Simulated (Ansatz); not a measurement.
## Supercells of BH7C4N2O2F2 (P2_1/c) (144 atoms): plane waves and support functions

Wanted: cost and convergence against size for BH7C4N2O2F2 (P2_1/c) (144 atoms).

Main program and level: Ansatz 0.2.0; Kohn-Sham DFT, PBE+D4, PAW (set soft_2), plane waves.

## Step 1: The structure

The cell holds 144 atoms: 8 B, 56 H, 32 C, 16 N, 16 O and 16 F. Cell: a = 13.453 Å, b = 13.548 Å, c = 8.879 Å, α = 90.0°, β = 121.7°, γ = 90.0°. It derives from BH7C4N2O2F2 (P2_1/c), repeated 2×1×1. BH7C4N2O2F2, space group P2_1/c, structure from the Crystallography Open Database, 2 x 1 x 1 conventional cells; positions as listed; bonds to H set to neutron lengths (C-H 1.089, N-H 1.015, O-H 0.983, B-H 1.19 Å) where the listed ones are shorter.

## Step 2: Plane waves, typed cell on a dense mesh

The typed cell on a k-mesh is the yardstick: it samples like Γ on the cell repeated as often as the mesh has points along each axis. Its own convergence isn't tested.

File input.yaml:

```yaml
crystal:
  lattice:
    - [13.4532, 0.0, 0.0]
    - [0.0, 13.5479, 0.0]
    - [-4.6659, 0.0, 7.55385]
  atoms:
    - { symbol: B, position: [0.08342, 0.8476, 0.21015] }
    - { symbol: B, position: [0.41658, 0.3476, 0.28985] }
    - { symbol: B, position: [0.41657, 0.1524, 0.78985] }
    - { symbol: B, position: [0.08343, 0.6524, 0.71015] }
    - { symbol: H, position: [0.03239, 0.95719, 0.65419] }
    - { symbol: H, position: [0.46761, 0.45719, 0.84581] }
    - { symbol: H, position: [0.46761, 0.04281, 0.34581] }
    - { symbol: H, position: [0.03239, 0.54281, 0.15419] }
    - { symbol: H, position: [0.37897, 0.94995, 0.50227] }
    - { symbol: H, position: [0.12103, 0.44995, 0.99773] }
    - { symbol: H, position: [0.12103, 0.05005, 0.49773] }
    - { symbol: H, position: [0.37897, 0.55005, 0.00227] }
    - { symbol: H, position: [0.47003, 0.8485, 0.52616] }
    - { symbol: H, position: [0.02997, 0.3485, 0.97384] }
    - { symbol: H, position: [0.02997, 0.1515, 0.47384] }
    - { symbol: H, position: [0.47003, 0.6515, 0.02616] }
    - { symbol: H, position: [0.33545, 0.77476, 0.78094] }
    - { symbol: H, position: [0.16455, 0.27476, 0.71906] }
    - { symbol: H, position: [0.16455, 0.22524, 0.21906] }
    - { symbol: H, position: [0.33545, 0.72524, 0.28094] }
    - { symbol: H, position: [0.3054, 0.77378, 0.56048] }
    - { symbol: H, position: [0.1946, 0.27378, 0.93952] }
    - { symbol: H, position: [0.1946, 0.22622, 0.43952] }
    - { symbol: H, position: [0.3054, 0.72622, 0.06048] }
    - { symbol: H, position: [0.2623, 0.87643, 0.63803] }
    - { symbol: H, position: [0.2377, 0.37643, 0.86197] }
    - { symbol: H, position: [0.2377, 0.12357, 0.36197] }
    - { symbol: H, position: [0.2623, 0.62357, 0.13803] }
    - { symbol: H, position: [0.16321, 0.93458, 0.88274] }
    - { symbol: H, position: [0.33679, 0.43458, 0.61726] }
    - { symbol: H, position: [0.33679, 0.06542, 0.11726] }
    - { symbol: H, position: [0.16321, 0.56542, 0.38274] }
    [... 106 atom lines left out ...]
    - { symbol: F, position: [0.97207, 0.14193, 0.69872] }
    - { symbol: F, position: [0.52793, 0.64193, 0.80128] }
    - { symbol: F, position: [0.64478, 0.75978, 0.25225] }
    - { symbol: F, position: [0.85522, 0.25978, 0.24775] }
    - { symbol: F, position: [0.85522, 0.24022, 0.74775] }
    - { symbol: F, position: [0.64478, 0.74022, 0.75225] }
kpoints:
  mp_grid: { grid: [2, 2, 3] }
hamiltonian:
  xc: pbe
  dispersion: d4
scf:
  occupations: { method: gaussian, width: 0.025 }
output:
  forces: true
  stress: true
  populations: intrinsic
  dos:
    method: { smearing: { sigma: 0.08 } }
    de: 0.1
    projected: { site_lists: { B: [B], C: [C], F: [F], H: [H], "N": ["N"] } }
  eigenvalues: true
```

Started as:

```sh
$ ansatz run input.yaml --threads 32 --pin off --max-ram 143360MiB --backend cuda --events-out ev --progress --plain --runs-dir out
```

Numbers of over 12 decimals in the logs are rounded to 6 here.

What it wrote:

```text
Warning: the atoms were moved onto the symmetric positions of the space group found under crystal.symmetry.tolerance 1.0e-5 (fractional; no operation is sought that the atoms, as they stand in a round, miss by more than twice it, and no atom is moved by as much as it), and the run uses the moved positions. [...]
[...]
Pseudopotential: F, paw, valence charge 7, recommended cutoff 420 eV (normal), F.paw.azcp
[...]
Crystal: 144 atoms, lattice volume = 1376.784 Å³
Basis set: ecut = 420 eV, 26881 PW (Γ), exchange–correlation on 180×192×120 points (8 copies of the dense FFT grid, shifted against one another)
Bands: 392, of which v1, the nominal top of the filled ones, is band 248 counted from 1 (247 counted from 0)
Symmetry: 8 space group operations
Space group: P21/c (ITA 14), of the structure as read, at distance tolerance 1.1e-4 Å
k-points: 8 of 12
[... 13 lines on functional and potentials left out ...]
Initial density: superposition of atomic densities (neutral atoms: chi_scale 0, normalization atom), corrected by the library's trained network
Initial wavefunctions: pseudopotential atomic-orbital guess
[...]
Functional: x = pbe(κ = 0.804, μ = 0.219515), c = pbe(β = 0.066725)
SCF iter   1: F=—  HF=-38345.885841 eV  |F-HF|=—  |Δ(HF+E_count)|=         —  Δρ=6.57e-3  dr2=6.43e-1  ethr=1.77e-3  ⟨swp⟩=6.0  Hψ=13531  notcnv=0  defer=444
preconditioner: auto → Resta (q_TF=auto, 2.301 Å⁻¹)  ε∞=2.6  [insulator: Δε(μ)=3.003 eV  Ē_g=17.546 eV  σ=0.025 eV  W_gap=1.00  n_scr=272 (ndim 8)  ℏωp=22.3 eV  f_vac=0.174  D(μ)=0.00/eV (n_scr^D=0)  ε∞_Penn≈2.6]
SCF iter   2: F=—  HF=-38345.760446 eV  |F-HF|=—  |Δ(HF+E_count)|=   1.25e-1  Δρ=3.40e-3  dr2=1.08e-1  ethr=1.30e-4  ⟨swp⟩=3.1  Hψ=5531  notcnv=0  defer=1088
SCF iter   3: F=—  HF=-38345.755215 eV  |F-HF|=—  |Δ(HF+E_count)|=   5.23e-3  Δρ=1.53e-3  dr2=3.40e-2  ethr=2.17e-5  ⟨swp⟩=2.0  Hψ=3776  notcnv=0  defer=1088
SCF iter   4: F=—  HF=-38345.751828 eV  |F-HF|=—  |Δ(HF+E_count)|=   3.39e-3  Δρ=5.00e-4  dr2=3.24e-3  ethr=6.86e-6  ⟨swp⟩=2.0  Hψ=3776  notcnv=0  defer=1088
SCF iter   5: F=—  HF=-38345.752106 eV  |F-HF|=—  |Δ(HF+E_count)|=   2.78e-4  Δρ=1.68e-4  dr2=3.68e-4  ethr=6.53e-7  ⟨swp⟩=2.0  Hψ=3776  notcnv=0  defer=1088
SCF iter   6: F=—  HF=-38345.752433 eV  |F-HF|=—  |Δ(HF+E_count)|=   3.27e-4  Δρ=9.09e-5  dr2=9.55e-5  ethr=7.43e-8  ⟨swp⟩=2.0  Hψ=3904  notcnv=0  defer=1088
SCF iter   7: F=—  HF=-38345.753505 eV  |F-HF|=—  |Δ(HF+E_count)|=   1.07e-3  Δρ=2.50e-5  dr2=7.28e-6  ethr=1.93e-8  ⟨swp⟩=2.0  Hψ=3904  notcnv=0  defer=1088
SCF iter   8: F=—  HF=-38345.753509 eV  |F-HF|=—  |Δ(HF+E_count)|=   4.28e-6  Δρ=1.24e-5  dr2=1.53e-6  ethr=1.47e-9  ⟨swp⟩=2.0  Hψ=4032  notcnv=0  defer=1088
SCF iter   9: F=-38345.753510 eV  HF=-38345.753510 eV  |F-HF|=1.39e-7  |Δ(HF+E_count)|=   4.36e-7  Δρ=2.86e-6  dr2=8.21e-8  ethr=2.02e-11  ⟨swp⟩=13.8  Hψ=23499  notcnv=0
SCF 1 converged in 9 iterations: F = -38345.753510 eV  dr2 = 8.21e-8
  greatest PAW one-centre occupation: 0.930 electrons in one spin orbital (limit 2), on the F atom at site 143 (counted from 0), in its partial waves of l = 0
SCF converged after 9 iterations
Free energy (F): -38345.753510 eV
Harris-Foulkes:  -38345.753510 eV  (|F-HF|=1.39e-7)
Internal energy: -38345.753510 eV  (E = F + TS)
E sigma→0 (E₀):  -38345.753510 eV
Fermi energy:    2.026091 eV
--- Per-component energies (eV) ---
  E_band       = -3804.930550
  E_kinetic    = 12311.921850
  E_local      = -39138.561698  (includes V_loc(G=0)·N_el)
  E_nonlocal   = 3744.892225
  E_hartree    = 14344.054740
  E_xc         = -5685.605668
  E_vxc        = -7179.365857  (∫ρ·V_xc dr)
  E_paw        = -11629.304079  (= ΣΔE_a)
  E_vpaw       = -2231.916234  (= ΣTr[D̂ρ^β])
  E_aug_tail   = -0.002030  (compensation charges beyond the density's cutoff)
  E_ewald      = -12283.947698
  E_disp       = -9.201150  (pairwise vdW)
  E_smearing   = -0.000000  (= −TS)
  E_closure    = -0.000000  (closes the sum)
  Σ components = -38345.753510   (vs F -38345.753510, Δ=0.00e0)
--- Forces (eV/Å), atoms counted from 1 ---
[... 144 lines of forces left out ...]
  max |Σ_I F_I| component: 4.44e-16 eV/Å
--- Stress (GPa, compression-positive) ---
        1.760828      -0.000000       0.098443
       -0.000000       1.659679      -0.000000
        0.098447      -0.000000       2.717413
  P = ⅓ Tr σ = 2.0460 GPa (20.460 kbar)
--- Band table (eV; the first three rows and the last of 8) ---
--- intrinsic populations: 144 sites ---
  site symbol       q [e]
[... 144 lines, one an atom, left out ...]
  spilling = -0.000000 (of n_electrons = 496.000000)
```

The job ended after 4.6 s (1 × NVIDIA GB200 with 32 threads of Arm Neoverse V2, shared host; peak memory 2.8 GiB).

That memory is the host's. Forces of this run were stored rounded, and per-atom blocks of the log weren't kept.

The program notes that positions were snapped to a detected symmetry.

The run gave:

```
free energy                                      : -38345.7535 eV
free energy per atom                             : -266.2900 eV/atom
SCF cycles                                       : 9
pressure                                         : 2.046 GPa
r.m.s. force component                           : 0.3818 eV/Å
longest force                                    : 1.463 eV/Å
Fermi energy                                     : 2.026 eV
gap (highest filled to lowest empty level) : 2.998 eV
```

The r.m.s. force component of 0.38 eV/Å sets the scale for the differences below.

## Step 3: Plane waves, 144 atoms

The typed cell is solved at Γ alone, the coarsest sampling of the series.

input.yaml, the sections that differ from step 2:

```yaml
kpoints:
  mp_grid: { grid: [1, 1, 1] }
output:
  forces: true
  eigenvalues: true
# crystal, hamiltonian, scf: as in step 2
```

What it wrote:

```text
[...]
Crystal: 144 atoms, lattice volume = 1376.784 Å³
Basis set: ecut = 420 eV, 26881 PW (Γ), exchange–correlation on 180×192×120 points (8 copies of the dense FFT grid, shifted against one another)
Bands: 392, of which v1, the nominal top of the filled ones, is band 248 counted from 1 (247 counted from 0)
Symmetry: 8 space group operations
[...]
k-points: 1
[...]
SCF iter   1: F=—  HF=-38345.909531 eV  |F-HF|=—  |Δ(HF+E_count)|=         —  Δρ=6.59e-3  dr2=6.50e-1  ethr=1.77e-3  ⟨swp⟩=6.0  Hψ=1732  notcnv=0  defer=40
[...]
SCF iter   3: F=—  HF=-38345.773921 eV  |F-HF|=—  |Δ(HF+E_count)|=   5.56e-3  Δρ=1.54e-3  dr2=3.46e-2  ethr=2.19e-5  ⟨swp⟩=2.0  Hψ=472  notcnv=0  defer=31
automatic band count: iteration 3 solves 287 bands in place of 392: the levels show a gap, and the empty bands left out lie too high to hold charge; the band table lists the bands solved (type scf.n_extra_bands for more)
SCF iter   4: F=—  HF=-38345.770495 eV  |F-HF|=—  |Δ(HF+E_count)|=   3.43e-3  Δρ=5.01e-4  dr2=3.23e-3  ethr=6.97e-6  ⟨swp⟩=2.0  Hψ=472  notcnv=0  defer=31
[...]
SCF iter   9: F=-38345.771733 eV  HF=-38345.771733 eV  |F-HF|=1.41e-7  |Δ(HF+E_count)|=   4.17e-7  Δρ=2.82e-6  dr2=7.98e-8  ethr=2.02e-11  ⟨swp⟩=11.0  Hψ=1510  notcnv=0
SCF 1 converged in 9 iterations: F = -38345.771733 eV  dr2 = 7.98e-8
[...]
SCF converged after 9 iterations
Free energy (F): -38345.771733 eV
[...]
Internal energy: -38345.771733 eV  (E = F + TS)
E sigma→0 (E₀):  -38345.771733 eV
Fermi energy:    2.024204 eV
[...]
Σ components = -38345.771733   (vs F -38345.771733, Δ=0.00e0)
--- Forces (eV/Å), atoms counted from 1 ---
[... 144 lines of forces left out ...]
  max |Σ_I F_I| component: 2.78e-16 eV/Å
--- Band table (eV) ---
[... left out ...]
```

Elapsed: 2.5 s, on 1 × NVIDIA GB200 with 32 threads; peak memory 1.4 GiB.

That memory is the host's.

The energy lies 0.127 meV/atom below the dense-mesh reference.

## Step 4: Support functions, 144 atoms

The typed cell is solved at Γ alone, now in support functions.

This step: Kohn-Sham DFT, PBE+D4, PAW (set soft_2), localised support functions (medium) (Ansatz 0.2.0).

Changes to input.yaml since step 3:

```diff
@@ -14,2 +14,4 @@
   occupations: { method: gaussian, width: 0.025 }
+  eigensolver: { kind: { support_functions: { accuracy: medium } } }
+  max_iter: 150
 output:
```

What it wrote:

```text
Warning: scf.eigensolver.kind.support_functions: disabling space-group detection — the functions' gradient is summed over unrotated k-points, so no spatial operation reduces the k-mesh or symmetrises the density; time reversal is kept, so that k and −k are solved as one point where they differ and the mesh holds both, and exact exchange and, on two spinor components, a DFT+U term hold to it where the run has them: [...]
Warning: basis.ecutwfc = 631 eV, auto-derived: no grid that the accuracy of the support functions lays serves the files at the lower one that their records recommend; a deck with other species or settings can derive another value
settings of this run that can trade accuracy for cost: scf.eigensolver.kind.support_functions [...]
[...]
device memory: the entry about to start is reckoned to put 4.7 GiB on a device that reports 182.5 GiB free
GPU FFT provider: cuFFT
GPU libraries: cuBLAS 13.8.1, cuFFT 12.4.0, cuSOLVER 12.3.2
GPU matrix products: emulated (plane waves: as basis.precision tells), large ones in fixed point in workspaces of 1.00 GiB
Crystal: 144 atoms, lattice volume = 1376.784 Å³
Basis set: ecut = 631 eV, 49541 PW (Γ), exchange–correlation on 240×240×150 points (8 copies of the dense FFT grid, shifted against one another)
Bands: 298, of which v1, the nominal top of the filled ones, is band 248 counted from 1 (247 counted from 0)
Symmetry: 1 space group operations
k-points: 1
[...]
GPU buffer pool allocated for 1080000 grid points (all kernels)
Eigensolver: Support functions (medium, 90×90×54 points, laid for a spacing of at most 0.179762 Å, radius 3.371296 Å, 5 species' potentials softened for the grid, 6 wholly corrected for its errors in the mean over positions, 6 with the egg-box correction, energy correction by exact trace)
[...]
SCF iter   1: F=—  HF=-38394.110838 eV  |F-HF|=—  |Δ(HF+E_count)|=         —  Δρ=1.27e-1  dr2=2.70e2  ethr=1.00e-1
[...]
SCF iter  12: F=—  HF=-38346.429400 eV  |F-HF|=—  |Δ(HF+E_count)|=   1.70e-3  Δρ=2.12e-5  dr2=6.84e-6  ethr=1.37e-8  κ⁻¹=2.0e-6(r=7)
SCF iter  13: F=-38346.430747 eV  HF=-38346.430747 eV  |F-HF|=3.48e-7  |Δ(HF+E_count)|=   1.35e-3  Δρ=9.37e-6  dr2=1.48e-6  ethr=1.38e-9
SCF 1 converged in 13 iterations: F = -38346.448655 eV  dr2 = 1.48e-6
[...]
SCF converged after 13 iterations
Stability not checked: this state was not tested for a lower state beside it, because the mixer in use, unlike msr1, does not test its closes by its own steps (another_mixer; see scf.mixing.algorithm and scf.lower_state_search)
Free energy (F): -38346.448655 eV
[...]
Internal energy: -38346.448655 eV  (E = F + TS)
E sigma→0 (E₀):  -38346.448655 eV
Fermi energy:    2.023684 eV
[...]
Σ components = -38346.448655   (vs F -38346.448655, Δ=0.00e0)
--- Forces (eV/Å), atoms counted from 1 ---
[... 144 lines of forces left out ...]
  max |Σ_I F_I| component: 1.68e-3 eV/Å
--- Band table (eV) ---
[... left out ...]
```

Wall time 7 s (1 × NVIDIA GB200 with 32 threads); peak memory 1.4 GiB; 59 s of CPU time.

That memory is the host's; the program planned up to 4.7 GiB on the GPU.

The program notes that the band table was not solved further than the SCF left it and it switched symmetry off.

The energy lies 4.83 meV/atom below the dense-mesh reference, and 4.7 meV/atom below plane waves of the same size, an offset between the two bases that leaves the sampling error alike.

## Step 5: Plane waves, 288 atoms

The cell is repeated and solved at Γ in plane waves, whose cost grows towards the cube of the size.

This step: Kohn-Sham DFT, PBE+D4, PAW (set soft_2), plane waves (Ansatz 0.2.0).

input.yaml, the sections that differ from step 4:

```yaml
crystal:
  lattice:
    - [13.4532, 0.0, 0.0]
    - [0.0, 13.5479, 0.0]
    - [-4.6659, 0.0, 7.55385]
  atoms:
    [... the 144 atom lines of step 2 ...]
  supercell: [1, 1, 2]
scf:
  occupations: { method: gaussian, width: 0.025 }
# kpoints, hamiltonian, output: as in step 4
```

Elapsed: 3.9 s, on 1 × NVIDIA GB200 with 32 threads; peak memory 1.5 GiB; 59 s of CPU time.

That memory is the host's.

The program repeats the typed cell 1×1×2 times, 288 atoms in all; totals in the log are those of the whole repeated cell, and force differences are taken after averaging over the copies of each atom.

It converged in 10 SCF cycles; the log is left out.

The energy lies 0.0163 meV/atom above the dense-mesh reference.

## Step 6: Support functions, 288 atoms

The repeated cell is solved at Γ in support functions.

This step: Kohn-Sham DFT, PBE+D4, PAW (set soft_2), localised support functions (medium) (Ansatz 0.2.0).

Changes to input.yaml since step 5:

```diff
@@ -15,2 +15,4 @@
   occupations: { method: gaussian, width: 0.025 }
+  eigensolver: { kind: { support_functions: { accuracy: medium } } }
+  max_iter: 150
 output:
```

What it wrote:

```text
[...]
GPU FFT provider: cuFFT
GPU libraries: cuBLAS 13.8.1, cuFFT 12.4.0, cuSOLVER 12.3.2
[...]
Crystal: 288 atoms, lattice volume = 2753.569 Å³
Basis set: ecut = 631 eV, 99071 PW (Γ), exchange–correlation on 240×240×300 points (8 copies of the dense FFT grid, shifted against one another)
Bands: 596, of which v1, the nominal top of the filled ones, is band 496 counted from 1 (495 counted from 0)
Symmetry: 1 space group operations
k-points: 1
[...]
GPU buffer pool allocated for 2160000 grid points (all kernels)
[...]
SCF iter   1: F=—  HF=-76788.158122 eV  |F-HF|=—  |Δ(HF+E_count)|=         —  Δρ=1.27e-1  dr2=5.40e2  ethr=1.00e-1
[...]
SCF iter  12: F=—  HF=-76692.804697 eV  |F-HF|=—  |Δ(HF+E_count)|=   3.97e-3  Δρ=2.05e-5  dr2=1.35e-5  ethr=1.36e-8  κ⁻¹=1.9e-6(r=7)
SCF iter  13: F=-76692.807867 eV  HF=-76692.807867 eV  |F-HF|=5.05e-7  |Δ(HF+E_count)|=   3.17e-3  Δρ=9.71e-6  dr2=3.04e-6  ethr=1.36e-9
SCF 1 converged in 13 iterations: F = -76692.850486 eV  dr2 = 3.04e-6
[...]
SCF converged after 13 iterations
[...]
Free energy (F): -76692.850486 eV
[...]
Internal energy: -76692.850486 eV  (E = F + TS)
E sigma→0 (E₀):  -76692.850486 eV
Fermi energy:    2.025431 eV
[...]
Σ components = -76692.850486   (vs F -76692.850486, Δ=0.00e0)
--- Forces (eV/Å), atoms counted from 1 ---
  atom   1  B     -0.04256359     0.05047800    -0.32457939
  atom   2  B      0.04361224     0.05184642     0.32272399
  atom   3  B      0.04728557    -0.05162287     0.32307857
  atom   4  B     -0.04686782    -0.05218658    -0.32321733
  atom   5  H      0.00255551     0.08091902    -0.15033491
  atom   6  H     -0.00285898     0.08092342     0.15074265
  [... forces on the other 282 atoms ...]
  max |Σ_I F_I| component: 6.20e-3 eV/Å
--- Band table (eV) ---
[... left out ...]
```

It took 9 s on 1 × NVIDIA GB200 with 32 threads; peak memory 2.3 GiB; 90 s of CPU time.

That memory is the host's; the program planned up to 7.5 GiB on the GPU.

The program repeats the typed cell 1×1×2 times, 288 atoms in all; totals in the log are those of the whole repeated cell, and force differences are taken after averaging over the copies of each atom.

The energy lies 4.66 meV/atom below the dense-mesh reference, and 4.7 meV/atom below plane waves of the same size, an offset between the two bases that leaves the sampling error alike.

(Continued in part 2 of 2.)

[Logs are printed without paths, hosts, clocks, repeated set-up lines and the standing remarks that a program may print on its own settings, such as how far it seeks lower states.]

[Hosts, paths, dates, database ids (printed as entryN), source tags and the programs' standing remarks are cut or masked in the printed files.]
